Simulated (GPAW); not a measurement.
Two runs for the Mg K edge of atom 4 in MgNi3C (Pm-3m). Run A: GPAW, LDA, excited-electron core hole (neutral cell), 20-atom cell with 6.6 Å between holes, 4×4×4 k points, dipole transitions, Gaussian full width 0.9 eV up to 4 eV, rising linearly to 3.5 eV at 25 eV. Run B differs in one choice.

Energy from the lowest empty level; intensity scaled to a mean of 1 over the first 20 eV:

| E (eV) | A | B |
| --- | --- | --- |
| -2.0 | 0.00 | 0.00 |
| -1.4 | 0.00 | 0.00 |
| -0.8 | 0.01 | 0.00 |
| -0.2 | 0.10 | 0.07 |
| 0.4 | 0.21 | 0.21 |
| 1.0 | 0.22 | 0.17 |
| 1.6 | 0.25 | 0.35 |
| 2.2 | 0.59 | 0.79 |
| 2.8 | 1.24 | 1.15 |
| 3.4 | 1.90 | 1.93 |
| 4.0 | 2.43 | 2.00 |
| 4.6 | 1.32 | 1.47 |
| 5.2 | 1.01 | 1.08 |
| 5.8 | 0.73 | 0.95 |
| 6.4 | 0.83 | 0.76 |
| 7.0 | 0.62 | 0.50 |
| 7.6 | 0.49 | 0.50 |
| 8.2 | 0.61 | 0.61 |
| 8.8 | 0.67 | 0.70 |
| 9.4 | 0.66 | 0.73 |
| 10.0 | 0.70 | 0.72 |
| 10.6 | 0.77 | 0.77 |
| 11.2 | 0.84 | 0.80 |
| 11.8 | 0.87 | 0.76 |
| 12.4 | 0.93 | 0.78 |
| 13.0 | 1.04 | 0.90 |
| 13.6 | 1.14 | 1.10 |
| 14.2 | 1.21 | 1.35 |
| 14.8 | 1.35 | 1.58 |
| 15.4 | 1.52 | 1.73 |
| 16.0 | 1.63 | 1.73 |
| 16.6 | 1.61 | 1.59 |
| 17.2 | 1.45 | 1.38 |
| 17.8 | 1.25 | 1.17 |
| 18.4 | 1.09 | 1.03 |
| 19.0 | 0.99 | 0.93 |
| 19.6 | 0.91 | 0.86 |
| 20.2 | 0.82 | 0.79 |
| 20.8 | 0.73 | 0.71 |
| 21.4 | 0.65 | 0.65 |
| 22.0 | 0.60 | 0.60 |
| 22.6 | 0.57 | 0.56 |
| 23.2 | 0.54 | 0.54 |
| 23.8 | 0.51 | 0.51 |
| 24.4 | 0.47 | 0.48 |
| 25.0 | 0.42 | 0.44 |
| 25.6 | 0.39 | 0.41 |
| 26.2 | 0.36 | 0.39 |
| 26.8 | 0.35 | 0.37 |
| 27.4 | 0.34 | 0.36 |
| 28.0 | 0.34 | 0.36 |
| 28.6 | 0.34 | 0.35 |
| 29.2 | 0.34 | 0.34 |
| 29.8 | 0.33 | 0.33 |
| 30.4 | 0.32 | 0.32 |
| 31.0 | 0.34 | 0.33 |
| 31.6 | 0.39 | 0.37 |

What was changed?
a) the volume of the cell
b) the broadening
c) the size of the supercell
d) the plane-wave cutoff

(c): run B changes the supercell atoms from 20 to 10, and the k mesh follows the cell. Against the first run the r.m.s. difference is 11 %. The highest intensity below 16 eV goes from 3.8 eV (2.52) to 3.7 eV (2.08). Other settings could leave a like mark; this is the one that was changed.

[Hosts, paths, dates, database ids (printed as entryN), source tags and the programs' standing remarks are cut or masked in the printed files.]

[Lists of maxima count a maximum above −3 eV only where it reaches 4 % of the highest in the window and stands out from its surroundings by 2 % of it (1.5 % where it reaches 55 %); shoulders and weaker maxima are passed over, and of the rest the first, up to two pre-edge ones and the few strongest are named.]
